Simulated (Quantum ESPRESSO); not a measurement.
**How uniaxial strain moves the moments of Li2MnO2**

How does uniaxial strain change the magnetic state of Li2MnO2?

Method: LDA with U = 4 eV on Mn d (ortho-atomic projectors); plane waves with GBRV 1.5 LDA potentials, no spin-orbit coupling, in Quantum ESPRESSO 7.5.

### Step 1. The starting structure

Symmetry: P-3m1, No. 164, trigonal system. Conventional cell: a = 3.195 Å, b = 3.195 Å, c = 5.303 Å, α = 90.00°, β = 90.00°, γ = 120.00°. Nearest to Li lie 4 O at 1.91 to 1.99 Å. Nearest to Mn lie 6 O at 2.27 Å. Nearest to O lie 4 Li at 1.91 to 1.99 Å and 3 Mn at 2.27 Å. Farther neighbours and most contacts between anions are not listed.

Coordinates:

```cif
data_structure
_symmetry_space_group_name_H-M 'P 1'
_symmetry_Int_Tables_number 1
_cell_length_a 3.1950
_cell_length_b 3.1950
_cell_length_c 5.3030
_cell_angle_alpha 90.000
_cell_angle_beta 90.000
_cell_angle_gamma 120.000
_cell_volume 46.88
loop_
_atom_site_label
_atom_site_type_symbol
_atom_site_fract_x
_atom_site_fract_y
_atom_site_fract_z
_atom_site_occupancy
Li1 Li 0.66667 0.33333 0.39100 1
Li2 Li 0.33333 0.66667 0.60900 1
Mn3 Mn 0.00000 0.00000 0.00000 1
O4 O 0.33333 0.66667 0.24900 1
O5 O 0.66667 0.33333 0.75100 1
```

The cell comes from the Crystallography Open Database.

### Step 2. Factor along z 0.94, ferro +

Lengths along Cartesian z scale by the factor. Atoms keep their fractional places. Seeded atoms are those given a starting moment.

pw.in reads:

```
&CONTROL
  calculation = 'scf'
  prefix = 'pwscf'
  outdir = './tmp'
  pseudo_dir = './pseudo'
  disk_io = 'nowf'
  tprnfor = .true.
  tstress = .true.
/
&SYSTEM
  ibrav = 0
  nat = 5
  ntyp = 3
  ecutwfc = 40
  ecutrho = 280
  nbnd = 27
  occupations = 'smearing'
  smearing = 'fd'
  degauss = 0.00367493
  nspin = 2
  starting_magnetization(1) = 0
  starting_magnetization(2) = 0.3
  starting_magnetization(3) = 0
/
&ELECTRONS
  conv_thr = 1d-08
  electron_maxstep = 150
  mixing_beta = 0.3
/
ATOMIC_SPECIES
Li      6.9400 li_lda_v1.4.uspp.F.UPF
Mn     54.9380 mn_lda_v1.5.uspp.F.UPF
O      15.9990 o_lda_v1.2.uspp.F.UPF
CELL_PARAMETERS bohr
   6.0376749682    0.0000000000    0.0000000000
  -3.0188374841    5.2287799023    0.0000000000
   0.0000000000    0.0000000000    9.4199445806
ATOMIC_POSITIONS crystal
Li      0.6666666667    0.3333333333    0.3910000000
Li      0.3333333333    0.6666666667    0.6090000000
Mn      0.0000000000    0.0000000000    0.0000000000
O       0.3333333333    0.6666666667    0.2490000000
O       0.6666666667    0.3333333333    0.7510000000
K_POINTS automatic
8 8 4 0 0 0
HUBBARD {ortho-atomic}
U Mn-3d 4.0000
```

Run with:

```console
$ OMP_NUM_THREADS=1 mpirun -n 2 pw.x -nk 2 -in pw.in > pw.out
```

Output:

```text
Program PWSCF v.7.5 starts

     Message from routine setup:
     using ibrav=0 with symmetry is DISCOURAGED, use correct ibrav instead

     K-points division:     npool     =       2
     Subspace diagonalization in iterative solution of the eigenvalue problem:

     bravais-lattice index     =            0
     lattice parameter (alat)  =       6.0377  a.u.
     unit-cell volume          =     297.3846 (a.u.)^3
     number of atoms/cell      =            5
     number of atomic types    =            3
     number of electrons       =        33.00
     number of Kohn-Sham states=           27
     kinetic-energy cutoff     =      40.0000  Ry
     charge density cutoff     =     280.0000  Ry
     scf convergence threshold =      1.0E-08
     mixing beta               =       0.3000
     number of iterations used =            8  plain     mixing
     Exchange-correlation= SLA  PZ   NOGX NOGC
                           (   1   1   0   0   0   0   0)
     Hubbard projectors: ortho-atomic
     Hubbard parameters of DFT+U (Dudarev formulation) in eV:
     U(Mn-3d) =  4.0000

     Internal variables: lda_plus_u =T, lda_plus_u_kind = 0

     Internal variables: orbital_resolved =F, hub_pot_fix =F, apply_U = F

     celldm(1)=   6.037675  celldm(2)=   0.000000  celldm(3)=   0.000000
     celldm(4)=   0.000000  celldm(5)=   0.000000  celldm(6)=   0.000000

     crystal axes: (cart. coord. in units of alat)
               a(1) = (   1.000000   0.000000   0.000000 )
               a(2) = (  -0.500000   0.866025   0.000000 )
               a(3) = (   0.000000   0.000000   1.560194 )

     reciprocal axes: (cart. coord. in units 2 pi/alat)
               b(1) = (  1.000000  0.577350 -0.000000 )
               b(2) = (  0.000000  1.154701  0.000000 )
               b(3) = (  0.000000 -0.000000  0.640946 )

     PseudoPot. # 1 for Li read from file:
     li_lda_v1.4.uspp.F.UPF
     Pseudo is Ultrasoft, Zval =  3.0

     PseudoPot. # 2 for Mn read from file:
     mn_lda_v1.5.uspp.F.UPF
     Pseudo is Ultrasoft + core correction, Zval = 15.0

     PseudoPot. # 3 for O  read from file:
     o_lda_v1.2.uspp.F.UPF
     Pseudo is Ultrasoft + core correction, Zval =  6.0

     atomic species   valence    mass     pseudopotential
     Li                3.00     6.94000     Li( 1.00)
     Mn               15.00    54.93800     Mn( 1.00)
     O                 6.00    15.99900     O ( 1.00)

     Starting magnetic structure
     atomic species   magnetization
     Li              0.000
     Mn              0.300
     O               0.000

     12 Sym. Ops., with inversion, found

   Cartesian axes

     site n.     atom                  positions (alat units)
         1        Li     tau(   1) = (   0.5000000   0.2886751   0.6100359  )
         2        Li     tau(   2) = (  -0.0000000   0.5773503   0.9501582  )
         3        Mn     tau(   3) = (   0.0000000   0.0000000   0.0000000  )
         4        O      tau(   4) = (  -0.0000000   0.5773503   0.3884883  )
         5        O      tau(   5) = (   0.5000000   0.2886751   1.1717057  )

     number of k points=    35  Fermi-Dirac smearing, width (Ry)=  0.0037
                       cart. coord. in units 2pi/alat
        k(    1) = (   0.0000000   0.0000000   0.0000000), wk =   0.0039062
        k(    2) = (   0.0000000   0.0000000   0.1602365), wk =   0.0078125
        k(    3) = (   0.0000000   0.0000000  -0.3204730), wk =   0.0039062
        k(    4) = (   0.0000000   0.1443376   0.0000000), wk =   0.0234375
        k(    5) = (   0.0000000   0.1443376   0.1602365), wk =   0.0234375
        [... 30 further k-points ...]

     Dense  grid:    23493 G-vectors     FFT dimensions: (  36,  36,  54)

     Smooth grid:    10177 G-vectors     FFT dimensions: (  25,  25,  40)

     Check: negative core charge=   -0.000035
     Generating pointlists ...
     new r_m :   0.2317 (alat units)  1.3989 (a.u.) for type    1
     new r_m :   0.2871 (alat units)  1.7331 (a.u.) for type    2
     new r_m :   0.2317 (alat units)  1.3989 (a.u.) for type    3

     Initial potential from superposition of free atoms

     starting charge      31.5984, renormalised to      33.0000

     STARTING HUBBARD OCCUPATIONS:

     =================== HUBBARD OCCUPATIONS ===================
     ------------------------ ATOM    3 ------------------------
     Tr[ns(  3)] (up, down, total) =   5.00000  0.00000  5.00000
     Atomic magnetic moment for atom   3 =   5.00000
     [... lines left out ...]
     Number of occupied Hubbard levels =    5.0000

     Atomic wfc used for Hubbard projectors are orthogonalized

     Starting wfcs are   31 randomized atomic wfcs

     Self-consistent Calculation

     iteration #  1     ecut=    40.00 Ry     beta= 0.30
     Davidson diagonalization with overlap
     ethr =  1.00E-02,  avg # of iterations =  3.5

     =================== HUBBARD OCCUPATIONS ===================
     ------------------------ ATOM    3 ------------------------
     Tr[ns(  3)] (up, down, total) =   3.00722  0.12862  3.13584
     Atomic magnetic moment for atom   3 =   2.87860
     [... lines left out ...]
     Number of occupied Hubbard levels =    3.1358

     total energy              =    -302.20355159 Ry
     estimated scf accuracy    <       7.35592813 Ry

     total magnetization       =     3.00 Bohr mag/cell
     absolute magnetization    =     3.17 Bohr mag/cell

     iteration #  2     ecut=    40.00 Ry     beta= 0.30
     Davidson diagonalization with overlap
     ethr =  1.00E-02,  avg # of iterations =  2.5

     total energy              =    -303.41219735 Ry
     estimated scf accuracy    <       6.00767777 Ry

     total magnetization       =     2.81 Bohr mag/cell
     absolute magnetization    =     2.81 Bohr mag/cell

     [... further iterations left out ...]

     iteration # 12     ecut=    40.00 Ry     beta= 0.30
     Davidson diagonalization with overlap
     ethr =  1.52E-10,  avg # of iterations =  2.0

     negative rho (up, down):  0.000E+00 4.420E-04

     total energy              =    -304.57770694 Ry
     estimated scf accuracy    <       0.00000001 Ry

     total magnetization       =     5.00 Bohr mag/cell
     absolute magnetization    =     5.00 Bohr mag/cell

     iteration # 13     ecut=    40.00 Ry     beta= 0.30
     Davidson diagonalization with overlap
     ethr =  4.27E-11,  avg # of iterations =  2.0

     negative rho (up, down):  0.000E+00 4.419E-04

     Magnetic moment per site  (integrated on atomic sphere of radius R)
     atom   1 (R=0.232)  charge=  2.1396  magn=  0.0039
     atom   2 (R=0.232)  charge=  2.1396  magn=  0.0039
     atom   3 (R=0.287)  charge= 12.5910  magn=  4.2412
     atom   4 (R=0.232)  charge=  4.9538  magn=  0.0967
     atom   5 (R=0.232)  charge=  4.9538  magn=  0.0967

     End of self-consistent calculation

     =================== HUBBARD OCCUPATIONS ===================
     ------------------------ ATOM    3 ------------------------
     Tr[ns(  3)] (up, down, total) =   4.96363  0.28144  5.24507
     Atomic magnetic moment for atom   3 =   4.68218
     [... lines left out ...]
     Number of occupied Hubbard levels =    5.2451

     [... lines left out ...]
     the Fermi energy is     9.3322 ev

!    total energy              =    -304.57770695 Ry
     estimated scf accuracy    <          4.4E-10 Ry
     smearing contrib. (-TS)   =      -0.00000000 Ry
     internal energy E=F+TS    =    -304.57770695 Ry

     The total energy is F=E-TS. E is the sum of the following terms:
     one-electron contribution =    -161.42276940 Ry
     hartree contribution      =      93.32217459 Ry
     xc contribution           =     -47.62170035 Ry
     ewald contribution        =    -188.89894037 Ry
     Hubbard energy            =       0.04352857 Ry

     total magnetization       =     5.00 Bohr mag/cell
     absolute magnetization    =     5.00 Bohr mag/cell

     convergence has been achieved in  13 iterations

     negative rho (up, down):  0.000E+00 4.419E-04

     Forces acting on atoms (cartesian axes, Ry/au):

     atom    1 type  1   force =    -0.00000000   -0.00000000   -0.03961592
     atom    2 type  1   force =     0.00000000    0.00000000    0.03961592
     atom    3 type  2   force =     0.00000000    0.00000000    0.00000000
     atom    4 type  3   force =     0.00000000    0.00000000   -0.00551786
     atom    5 type  3   force =    -0.00000000    0.00000000    0.00551786

     Total force =     0.056566     Total SCF correction =     0.000026

     Computing stress (Cartesian axis) and pressure

     negative rho (up, down):  0.000E+00 4.419E-04
          total   stress  (Ry/bohr**3)                   (kbar)     P=        8.94
  -0.00015624   0.00000000   0.00000000          -22.98        0.00        0.00
   0.00000000  -0.00015624   0.00000000            0.00      -22.98        0.00
   0.00000000   0.00000000   0.00049471            0.00        0.00       72.77

=------------------------------------------------------------------------------=
   JOB DONE.
=------------------------------------------------------------------------------=
```

Run time: 18 s. Hardware: 2 MPI ranks of Intel Xeon 6975P-C (Granite Rapids), shared host; peak memory 0.27 GiB; 36 s of CPU time.

Spin moment in the atom's sphere by atom:

| atom | spin moment in the atom's sphere (μB) |
| --- | --- |
| Li1 | 0.00 |
| Li2 | 0.00 |
| Mn3 | 4.24 |
| O4 | 0.10 |
| O5 | 0.10 |

This step gave:

```yaml
smearing_term_ts: 2.07e-12 eV
pressure: 0.8935 GPa
magnetization: 5 μB
absolute_magnetization: 5 μB
final_state: ferromagnetic
```

### Step 3. Factor along z 0.94, no spin polarisation

pw.in: that of step 2 with these lines changed.

```diff
@@ -15,3 +15,3 @@
   ecutrho = 280
-  nbnd = 27
+  nbnd = 25
   occupations = 'smearing'
@@ -19,6 +19,2 @@
   degauss = 0.00367493
-  nspin = 2
-  starting_magnetization(1) = 0
-  starting_magnetization(2) = 0.3
-  starting_magnetization(3) = 0
 /
```

Output:

```text
     [... lines left out ...]
Program PWSCF v.7.5 starts
     [... lines left out ...]
     number of atoms/cell      =            5
     [... lines left out ...]
     number of electrons       =        33.00
     number of Kohn-Sham states=           25
     kinetic-energy cutoff     =      40.0000  Ry
     charge density cutoff     =     280.0000  Ry
     scf convergence threshold =      1.0E-08
     [... lines left out ...]
     12 Sym. Ops., with inversion, found
     [... lines left out ...]
     number of k points=    35  Fermi-Dirac smearing, width (Ry)=  0.0037
     [... lines left out ...]
     iteration # 15     ecut=    40.00 Ry     beta= 0.30
     [... lines left out ...]
     Tr[ns(  3)] =   5.54788
     [... lines left out ...]
     the Fermi energy is     8.6514 ev
!    total energy              =    -304.30490144 Ry
     estimated scf accuracy    <          3.9E-09 Ry
     smearing contrib. (-TS)   =      -0.00414189 Ry
     [... lines left out ...]
     convergence has been achieved in  15 iterations
     [... lines left out ...]
     Total force =     0.113397     Total SCF correction =     0.000241
     [... lines left out ...]
          total   stress  (Ry/bohr**3)                   (kbar)     P=     -174.64
     [... lines left out ...]
```

It took 10 s on 2 MPI ranks; peak memory 0.23 GiB; 20 s of CPU time.

This step gave:

```
smearing term TS : 0.05635 eV
pressure         : -17.46 GPa
final state      : non-magnetic (no spin polarisation)
```

### Step 4. Factor along z 1.06, ferro +

pw.in: that of step 3 with these lines changed.

```diff
@@ -15,3 +15,3 @@
   ecutrho = 280
-  nbnd = 25
+  nbnd = 27
   occupations = 'smearing'
@@ -19,2 +19,6 @@
   degauss = 0.00367493
+  nspin = 2
+  starting_magnetization(1) = 0
+  starting_magnetization(2) = 0.3
+  starting_magnetization(3) = 0
 /
@@ -32,3 +36,3 @@
   -3.0188374841    5.2287799023    0.0000000000
-   0.0000000000    0.0000000000    9.4199445806
+   0.0000000000    0.0000000000   10.6224906972
 ATOMIC_POSITIONS crystal
```

Output:

```text
     [... lines left out ...]
Program PWSCF v.7.5 starts
     [... lines left out ...]
     number of atoms/cell      =            5
     [... lines left out ...]
     number of electrons       =        33.00
     number of Kohn-Sham states=           27
     kinetic-energy cutoff     =      40.0000  Ry
     charge density cutoff     =     280.0000  Ry
     scf convergence threshold =      1.0E-08
     [... lines left out ...]
     12 Sym. Ops., with inversion, found
     [... lines left out ...]
     number of k points=    35  Fermi-Dirac smearing, width (Ry)=  0.0037
     [... lines left out ...]
     iteration # 13     ecut=    40.00 Ry     beta= 0.30
     [... lines left out ...]
     Magnetic moment per site  (integrated on atomic sphere of radius R)
     atom   1 (R=0.259)  charge=  2.2018  magn=  0.0041
     atom   2 (R=0.259)  charge=  2.2018  magn=  0.0041
     atom   3 (R=0.299)  charge= 12.6990  magn=  4.3362
     atom   4 (R=0.259)  charge=  5.4361  magn=  0.0838
     atom   5 (R=0.259)  charge=  5.4361  magn=  0.0838
     [... lines left out ...]
     Tr[ns(  3)] (up, down, total) =   4.97047  0.24363  5.21410
     [... lines left out ...]
     the Fermi energy is     7.6322 ev
!    total energy              =    -304.55828998 Ry
     estimated scf accuracy    <          1.0E-09 Ry
     smearing contrib. (-TS)   =      -0.00000000 Ry
     [... lines left out ...]
     total magnetization       =     5.00 Bohr mag/cell
     absolute magnetization    =     5.00 Bohr mag/cell
     convergence has been achieved in  13 iterations
     [... lines left out ...]
     Total force =     0.051497     Total SCF correction =     0.000016
     [... lines left out ...]
          total   stress  (Ry/bohr**3)                   (kbar)     P=     -121.95
     [... lines left out ...]
```

It took 21 s on 2 MPI ranks; peak memory 0.26 GiB.

Numbers from this step:

| Quantity | Value |
| --- | --- |
| smearing term TS | 8.02e-12 eV |
| pressure | -12.19 GPa |
| magnetization | 5 μB |
| absolute magnetization | 5 μB |
| final state | ferromagnetic |
| largest moment | 4.336 μB |

### Step 5. An input with a fault

One input was spoiled on purpose, to see how the program answers.

pw.in: that of step 4 with these lines changed.

```diff
@@ -26,3 +26,3 @@
   conv_thr = 1d-08
-  electron_maxstep = 150
+  electron_maxstep = 2
   mixing_beta = 0.3
@@ -33,6 +33,6 @@
 O      15.9990 o_lda_v1.2.uspp.F.UPF
-CELL_PARAMETERS bohr
-   6.0376749682    0.0000000000    0.0000000000
-  -3.0188374841    5.2287799023    0.0000000000
-   0.0000000000    0.0000000000   10.6224906972
+CELL_PARAMETERS angstrom
+   3.1950000000    0.0000000000    0.0000000000
+  -1.5975000000    2.7669511651    0.0000000000
+   0.0000000000    0.0000000000    5.3030000000
 ATOMIC_POSITIONS crystal
```

Output:

```text
     [... lines left out ...]
Program PWSCF v.7.5 starts
     [... lines left out ...]
     number of atoms/cell      =            5
     [... lines left out ...]
     number of electrons       =        33.00
     number of Kohn-Sham states=           27
     kinetic-energy cutoff     =      40.0000  Ry
     charge density cutoff     =     280.0000  Ry
     scf convergence threshold =      1.0E-08
     [... lines left out ...]
     12 Sym. Ops., with inversion, found
     [... lines left out ...]
     number of k points=    35  Fermi-Dirac smearing, width (Ry)=  0.0037
     [... lines left out ...]
     iteration #  2     ecut=    40.00 Ry     beta= 0.30
     [... lines left out ...]
     estimated scf accuracy    <      16.05500236 Ry
     total magnetization       =     0.86 Bohr mag/cell
     absolute magnetization    =     1.10 Bohr mag/cell
     [... lines left out ...]
     convergence NOT achieved after   2 iterations: stopping
[key lines of the parts left out:]
total energy              =    -302.03145829 Ry
```

Wall time 4.4 s (2 MPI ranks); peak memory 0.24 GiB.

The run stopped without converging, so none of its numbers is a property of the system.

The fault put into the input: too few SCF iterations.

### Step 6. The series

The runs not shown differ from these in the moved quantity alone.

States, by row:

| c axis | ferro + | no spin polarisation |
| --- | --- | --- |
| 0.94 | ferromagnetic | non-magnetic |
| 0.97 | ferromagnetic | non-magnetic |
| 1 | ferromagnetic | non-magnetic |
| 1.03 | ferromagnetic | non-magnetic |
| 1.06 | ferromagnetic | non-magnetic |

Table of largest site moment, ferro + by c axis:

| c axis (factor) | largest site moment, ferro + (μB) |
| --- | --- |
| 0.9400 | 4.24 |
| 0.9700 | 4.27 |
| 1.0000 | 4.29 |
| 1.0300 | 4.31 |
| 1.0600 | 4.34 |

Table of energy less that of the parallel start, no spin polarisation by c axis:

```csv
c axis (factor),"energy less that of the parallel start, no spin polarisation (meV a seeded atom)"
0.9400,3712
0.9700,3868
1.0000,4010
1.0300,4139
1.0600,4255
```

Energy over the lowest against c axis; values in meV an atom:

| c axis (factor) | ferro + | no spin polarisation |
| --- | --- | --- |
| 0.9400 | 5.34 | 748 |
| 0.9700 | 0 | 774 |
| 1.0000 | 8.28 | 810 |
| 1.0300 | 28.2 | 856 |
| 1.0600 | 58.2 | 909 |

### Step 7. Results

| Item | Value |
| --- | --- |
| moment, parallel start | 4.24 to 4.34 μB |
| states met from these starts | ferromagnetic |

In words: The moment of the parallel start goes from 4.24 μB at 0.94 to 4.34 μB at 1.06. The net moment of the cell goes from 5 to 5 μB. The radius of the spheres follows the nearest distance, so part of the change of the site moments is the spheres'. Only a parallel start was run beside the spinless one, so opposed or spiral orders, which may lie lower, are not probed.

[Logs and program files are shortened in this print: banners, set-up blocks, solver, clock and traceback lines can be left out without a mark of their own.]

[Logs are printed without paths, hosts, clocks, repeated set-up lines and the standing remarks that a program may print on its own settings, such as how far it seeks lower states.]

[Hosts, paths, dates, database ids (printed as entryN), source tags and the programs' standing remarks are cut or masked in the printed files.]

[Where a cell is said to come from a database of computed structures, the database is the Materials Project.]
